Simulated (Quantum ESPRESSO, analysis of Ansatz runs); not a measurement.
# Li2SnF6 (P-31m), nudged elastic band: V_Li hop (4.5 Å) (q = −1) (Quantum ESPRESSO), part 3 of 3

How high is the barrier when Li changes place in Li2SnF6 (P-31m)? The case: V_Li hop (4.5 Å), charge −1, in a cell of 72 host atoms with 1 Li taken out.

Quantum ESPRESSO 7.5; Quantum ESPRESSO plane-wave DFT, PBEsol, GBRV 1.5 PBEsol potentials; nudged elastic band between two relaxed defect structures at fixed charge in a uniform background.

So far: The starting structure; Relaxation of the start point, charge −1; Relaxation of the end point, charge −1.

### Step 4. Nudged elastic band, charge −1

3 movable images are laid between the ends by interpolation. Each image feels the true force across the path and a spring force along it. The highest image is set to climb to the top of the path.

This step: Quantum ESPRESSO plane-wave DFT, PBEsol, GBRV 1.5 PBEsol potentials; nudged elastic band between two relaxed defect structures at fixed charge in a uniform background.

The input, neb.in:

```
BEGIN
BEGIN_PATH_INPUT
&PATH
  restart_mode = 'from_scratch'
  string_method = 'neb'
  nstep_path = 45
  ds = 1.5
  opt_scheme = 'broyden'
  num_of_images = 5
  k_max = 0.3
  k_min = 0.2
  CI_scheme = 'auto'
  path_thr = 0.05
/
END_PATH_INPUT
BEGIN_ENGINE_INPUT
&CONTROL
  prefix = 'pwscf'
  outdir = './tmp'
  pseudo_dir = './pseudo'
  disk_io = 'low'
/
&SYSTEM
  ibrav = 0
  nat = 71
  ntyp = 3
  ecutwfc = 40
  ecutrho = 324
  nbnd = 251
  occupations = 'fixed'
  tot_charge = -1
  nosym = .true.
/
&ELECTRONS
  conv_thr = 7d-08
  electron_maxstep = 100
  mixing_beta = 0.5
/
ATOMIC_SPECIES
Li     6.9400 li_pbesol_v1.4.uspp.F.UPF
Sn   118.7100 sn_pbesol_v1.4.uspp.F.UPF
F     18.9984 f_pbesol_v1.4.uspp.F.UPF
CELL_PARAMETERS angstrom
   9.8824569602    0.0000000007    0.0000000000
  -4.9412285801    8.5584588632    0.0000000000
   0.0000000000    0.0000000000    9.1124854425
BEGIN_POSITIONS
FIRST_IMAGE
ATOMIC_POSITIONS crystal
Li     0.3335214294    0.1665673546    0.2505290952
Li     0.1668294595    0.3332732687    0.2503769811
Sn     0.0002684851   -0.0000161157   -0.0014308127
F      0.1632291254    0.1628619145    0.1272481261
F      0.3347285378    0.3378488576    0.3699645786
F      0.3346803907   -0.0033346949    0.1308278109
F      0.1632530763    0.0003282837    0.3735527630
F      0.0031394121    0.3377403483    0.1308960231
F     -0.0003075658    0.1629078589    0.3736532820
Li     0.3529917897    0.1762923399    0.7501898034
Li     0.1662044833    0.3319918231    0.7503121118
Sn     0.0000672463    0.0000005192    0.5021569803
F      0.1641037850    0.1639127536    0.6273931083
F      0.3358025386    0.3370365134    0.8744486142
F      0.3357901953   -0.0017013461    0.6262309587
F      0.1642247684    0.0000891143    0.8732364309
F      0.0015536444    0.3371175732    0.6263457445
F      0.0001919794    0.1638532357    0.8731843179
Li     0.3332719846    0.6664420290    0.2503880084
Li     0.1668498709    0.8331436699    0.2502496117
Sn    -0.0000224060    0.4989730300    0.0005392737
F      0.1644017942    0.6632087721    0.1272110970
F      0.3367374978    0.8355526348    0.3734879447
F      0.3364028974    0.5005186823    0.1272334479
F      0.1642621979    0.5007466617    0.3736155847
F     -0.0001328638    0.8366696638    0.1270761940
F      0.0033247061    0.6651145368    0.3699382016
Li     0.3332787957    0.6664255257    0.7505482821
Li     0.1662940262    0.8338725844    0.7502556166
Sn     0.0000398571    0.5007355854    0.5003134559
F      0.1663002137    0.6649464348    0.6262393020
F      0.3351433963    0.8337062901    0.8745834755
F      0.3350618288    0.5010397077    0.6262340888
F      0.1660771339    0.5008315993    0.8745044195
F      0.0002440778    0.8361853069    0.6274804128
F      0.0018822855    0.6643027731    0.8743681833
Li     0.8334370241    0.1665977171    0.2504263445
Li     0.6667677047    0.3333469746    0.2507297031
Sn     0.4992262489   -0.0001805252    0.0006695130
F      0.6631019977    0.1615244988    0.1299946001
F      0.8380470013    0.3367208202    0.3711765325
F      0.8373621697    0.0001451158    0.1272544280
F      0.6620412355   -0.0035440013    0.3699654787
F      0.4988148253    0.3366039788    0.1297736309
F      0.4987869555    0.1617532144    0.3713127840
Li     0.8238031184    0.1760935121    0.7506031681
Sn     0.5009092183   -0.0002717842    0.5002363213
F      0.6660794278    0.1583364072    0.6209880268
F      0.8410130623    0.3334267093    0.8802981606
F      0.8361792025   -0.0001717665    0.6276371643
F      0.6627757646   -0.0019369466    0.8746832838
F      0.4929980461    0.3340789643    0.6206748816
F      0.4929675276    0.1586661796    0.8800051711
Li     0.8336047319    0.6666815973    0.2502447732
Li     0.6666600817    0.8332217327    0.2502229228
Sn     0.5008387748    0.5005808008    0.0006388213
F      0.6621032125    0.6652382327    0.1307184663
F      0.8372424429    0.8368063901    0.3735537851
F      0.8380516865    0.5012116043    0.1295707330
F      0.6631491888    0.5013267567    0.3708887056
F      0.4990130936    0.8353569981    0.1272412928
F      0.4989476109    0.6633878592    0.3734104109
Li     0.8239313295    0.6476033173    0.7504906702
Li     0.6679144134    0.8337667673    0.7505975898
Sn     0.4992580446    0.4992710707    0.5001392454
F      0.6628758918    0.6645222010    0.6261940533
F      0.8364466859    0.8360069616    0.8732662976
F      0.8413433802    0.5073833799    0.6208915321
F      0.6662679702    0.5074481216    0.8800159197
F      0.4988681885    0.8336251751    0.6263358489
F      0.4988083898    0.6646563688    0.8745473199
INTERMEDIATE_IMAGE
ATOMIC_POSITIONS crystal
Li     0.3371710502    0.1686821002    0.2495464188
Li     0.1667566133    0.3330394036    0.2499701248
[... 69 atom lines left out ...]
INTERMEDIATE_IMAGE
ATOMIC_POSITIONS crystal
Li     0.3420918460    0.1711642612    0.2492945093
Li     0.1665221210    0.3328281154    0.2497148516
[... 69 atom lines left out ...]
INTERMEDIATE_IMAGE
ATOMIC_POSITIONS crystal
Li     0.3471815730    0.1735409498    0.2495228948
Li     0.1663955257    0.3326246096    0.2494984985
[... 69 atom lines left out ...]
LAST_IMAGE
ATOMIC_POSITIONS crystal
Li     0.3524796583    0.1761981654    0.2494185718
Li     0.1662238441    0.3323896696    0.2492778128
[... 11 atom lines left out ...]
F      0.3347668817    0.3378542370    0.8689397404
[... 6 atom lines left out ...]
Sn    -0.0000178080    0.5007094730   -0.0009014228
[... 14 atom lines left out ...]
F      0.0033846300    0.6653112541    0.8688388304
[... 1 atom line left out ...]
Li     0.6667422911    0.3332851890    0.7486941189
Sn     0.5009748922    0.0000254356   -0.0009059287
F      0.6664280029    0.1588288498    0.1195718162
[... 3 atom lines left out ...]
F      0.4927591658    0.3336131164    0.1195062863
[... 4 atom lines left out ...]
F      0.8381990312    0.3367195828    0.8699573985
[... 3 atom lines left out ...]
F      0.4987362328    0.1617942710    0.8699845306
[... 2 atom lines left out ...]
Sn     0.4994127081    0.4990885897   -0.0009133931
[... 2 atom lines left out ...]
F      0.8412412036    0.5075102101    0.1195192067
[... 9 atom lines left out ...]
F      0.6634303077    0.5013809346    0.8699374810
[... 1 atom line left out ...]
F      0.4990448978    0.6632038525    0.8723449198
END_POSITIONS
K_POINTS gamma
END_ENGINE_INPUT
END
```

Command:

```console
$ OMP_NUM_THREADS=1 mpirun -n 4 neb.x -ni 2 -inp neb.in > neb.out
```

Log:

```text
[shortened: banners, details of potentials and solvers, and blank lines are left out]
[banner, memory and clock lines left out]
     path-images division:  nimage    =       2
     initial path length           =  8.9578 bohr
     initial inter-image distance  =  2.2395 bohr
     string_method                 =    neb
     restart_mode                  =    from_scratch
     opt_scheme                    =    broyden
     num_of_images                 =    5
     nstep_path                    =    45
     CI_scheme                     =    auto
     first_last_opt                =    F
     use_freezing                  =    F
     ds                            =    1.5000 a.u.
     k_max                         =    0.3000 a.u.
     k_min                         =    0.2000 a.u.
     path_thr                      =    0.0500 eV / A
     ------------------------------ iteration   1 ------------------------------
     activation energy (->) =   1.422667 eV
     activation energy (<-) =   1.422396 eV
     image        energy (eV)        error (eV/A)        frozen
         1     -51997.1815755            0.012468            T
         2     -51996.0940540            2.576710            F
         3     -51995.7589082            1.083314            F
         4     -51996.0719177            2.545530            F
         5     -51997.1813043            0.015104            T
     climbing image =  3
     path length          =  8.958 bohr
     inter-image distance =  2.239 bohr
     ------------------------------ iteration   2 ------------------------------
     activation energy (->) =   1.028617 eV
     activation energy (<-) =   1.028345 eV
     image        energy (eV)        error (eV/A)        frozen
         1     -51997.1815755            0.012468            T
         2     -51996.3407226            1.206391            F
         3     -51996.1529588            0.916477            F
         4     -51996.3305375            1.224590            F
         5     -51997.1813043            0.015104            T
     climbing image =  3
     path length          =  8.867 bohr
[...]
------------------------------ iteration   3 ------------------------------
     activation energy (->) =   0.717376 eV
     activation energy (<-) =   0.717104 eV
     image        energy (eV)        error (eV/A)        frozen
         1     -51997.1815755            0.012468            T
         2     -51996.4686922            0.581622            F
         3     -51996.4723287            0.651095            F
         4     -51996.4641999            0.612138            F
         5     -51997.1813043            0.015104            T
     climbing image =  4
     path length          =  8.806 bohr
[...]
------------------------------ iteration   4 ------------------------------
     activation energy (->) =   0.584564 eV
     activation energy (<-) =   0.584293 eV
     image        energy (eV)        error (eV/A)        frozen
         1     -51997.1815755            0.012468            T
         2     -51996.5975300            1.647819            F
         3     -51996.8255408            0.203747            F
         4     -51996.5970113            0.238895            F
         5     -51997.1813043            0.015104            T
     climbing image =  4
     path length          =  8.811 bohr
[...]
------------------------------ iteration   5 ------------------------------
     activation energy (->) =   0.568763 eV
     activation energy (<-) =   0.568492 eV
     image        energy (eV)        error (eV/A)        frozen
         1     -51997.1815755            0.012468            T
         2     -51996.6167214            0.645454            F
         3     -51996.8377585            0.532084            F
         4     -51996.6128127            0.173266            F
         5     -51997.1813043            0.015104            T
     climbing image =  4
     path length          =  8.817 bohr
[...]
------------------------------ iteration   6 ------------------------------
     activation energy (->) =   0.550737 eV
     activation energy (<-) =   0.550466 eV
     image        energy (eV)        error (eV/A)        frozen
         1     -51997.1815755            0.012468            T
         2     -51996.6382007            0.416356            F
         3     -51996.8801994            0.434351            F
         4     -51996.6308381            0.146540            F
         5     -51997.1813043            0.015104            T
     climbing image =  4
     path length          =  8.851 bohr
[...]
------------------------------ iteration   7 ------------------------------
     activation energy (->) =   0.533852 eV
     activation energy (<-) =   0.533581 eV
     image        energy (eV)        error (eV/A)        frozen
         1     -51997.1815755            0.012468            T
         2     -51996.6619149            0.205977            F
         3     -51996.8985516            0.109095            F
         4     -51996.6477234            0.122618            F
         5     -51997.1813043            0.015104            T
     climbing image =  4
     path length          =  8.921 bohr
[...]
------------------------------ iteration   8 ------------------------------
     activation energy (->) =   0.531200 eV
     activation energy (<-) =   0.530929 eV
     image        energy (eV)        error (eV/A)        frozen
         1     -51997.1815755            0.012468            T
         2     -51996.6626110            0.099697            F
         3     -51996.9046830            0.092976            F
         4     -51996.6503755            0.104519            F
         5     -51997.1813043            0.015104            T
     climbing image =  4
     path length          =  8.916 bohr
[...]
------------------------------ iteration   9 ------------------------------
     activation energy (->) =   0.526915 eV
     activation energy (<-) =   0.526643 eV
     image        energy (eV)        error (eV/A)        frozen
         1     -51997.1815755            0.012468            T
         2     -51996.6674364            0.090960            F
         3     -51996.9088433            0.083851            F
         4     -51996.6546610            0.094420            F
         5     -51997.1813043            0.015104            T
     climbing image =  4
     path length          =  8.933 bohr
[...]
------------------------------ iteration  10 ------------------------------
     activation energy (->) =   0.514052 eV
     activation energy (<-) =   0.513780 eV
     image        energy (eV)        error (eV/A)        frozen
         1     -51997.1815755            0.012468            T
         2     -51996.6790636            0.099022            F
         3     -51996.9263680            0.056954            F
         4     -51996.6675240            0.081212            F
         5     -51997.1813043            0.015104            T
     climbing image =  4
     path length          =  8.977 bohr
[...]
------------------------------ iteration  11 ------------------------------
     activation energy (->) =   0.503563 eV
     activation energy (<-) =   0.503292 eV
     image        energy (eV)        error (eV/A)        frozen
         1     -51997.1815755            0.012468            T
         2     -51996.6894014            0.099096            F
         3     -51996.9359366            0.065562            F
         4     -51996.6780125            0.076434            F
         5     -51997.1813043            0.015104            T
     climbing image =  4
     path length          =  9.081 bohr
[...]
------------------------------ iteration  12 ------------------------------
     activation energy (->) =   0.503832 eV
     activation energy (<-) =   0.503561 eV
     image        energy (eV)        error (eV/A)        frozen
         1     -51997.1815755            0.012468            T
         2     -51996.6888579            0.037361            F
         3     -51996.9372723            0.042463            F
         4     -51996.6777431            0.040405            F
         5     -51997.1813043            0.015104            T
     climbing image =  4
     path length          =  9.046 bohr
     inter-image distance =  2.262 bohr
     neb: convergence achieved in  12 iterations
```

It took 32 min on 4 MPI ranks of Arm Neoverse V2, shared host; peak memory 2.4 GiB.

The path, image by image:

| image | path (Å) | energy (eV) | Li38: x, y, z (Å) |
| --- | --- | --- | --- |
| 0 | 0.000 | 0.0000 | 4.942, 2.853, 2.285 |
| 1 | 1.210 | 0.4927 | 4.942, 2.852, 3.419 |
| 2 | 2.317 | 0.2443 | 4.942, 2.852, 4.481 |
| 3 | 3.426 | 0.5038 | 4.943, 2.852, 5.535 |
| 4 | 4.787 | 0.0003 | 4.942, 2.852, 6.822 |

This step gave:

```yaml
barrier_forward: 0.5038 eV
barrier_backward: 0.5036 eV
end_less_start: 2.71e-4 eV
hop_length: 4.538 Å
```

The band met its tolerance of 0.05 eV/Å after 12 iterations, with image 3 on top (the start counts as 0). Li38, which moves farthest between the ends, has 6 F at 2.00 Å nearest at the start and 3 F at 1.80 Å at the top. The path has 2 maxima, and only the highest was climbed; it lies 0.26 eV above the dip at image 2. In at least one step between neighbouring images a covalent bond changes partner or an atom goes far. The images sample such a step coarsely, so the top may lie higher.

### Step 5. Outcome

```json
{
 "barrier forward": "0.50 eV (in doubt, see below)",
 "barrier backward": "0.50 eV",
 "end less start": "0.00 eV",
 "hop length": "4.54 Å",
 "band iterations, as the log counts them": "12"
}
```

In words: The top of the band lies 0.50 eV above the start and 0.50 eV above the end, which are alike in energy and neighbours. The path has 2 maxima, and only the highest was climbed; it lies 0.26 eV above the dip at image 2. In at least one step between neighbouring images a covalent bond changes partner or an atom goes far. The images sample such a step coarsely, so the top may lie higher. At the top Li38 stands 1.80 Å from its nearest F, 0.21 Å closer than at the start. The order of the top as a saddle was not checked for all atoms, so a bent path could be lower. No image-charge correction is applied; it largely cancels along a path if the charge stays localised alike. Keep in mind: sampling at the zone centre alone can move energies of charged and open-shell states by tenths of an eV or more in cells of this size; spin–orbit coupling, which can matter with heavy atoms, is left out.

[Logs are printed without paths, hosts, clocks, repeated set-up lines and the standing remarks that a program may print on its own settings, such as how far it seeks lower states.]

[Hosts, paths, dates, database ids (printed as entryN), source tags and the programs' standing remarks are cut or masked in the printed files.]
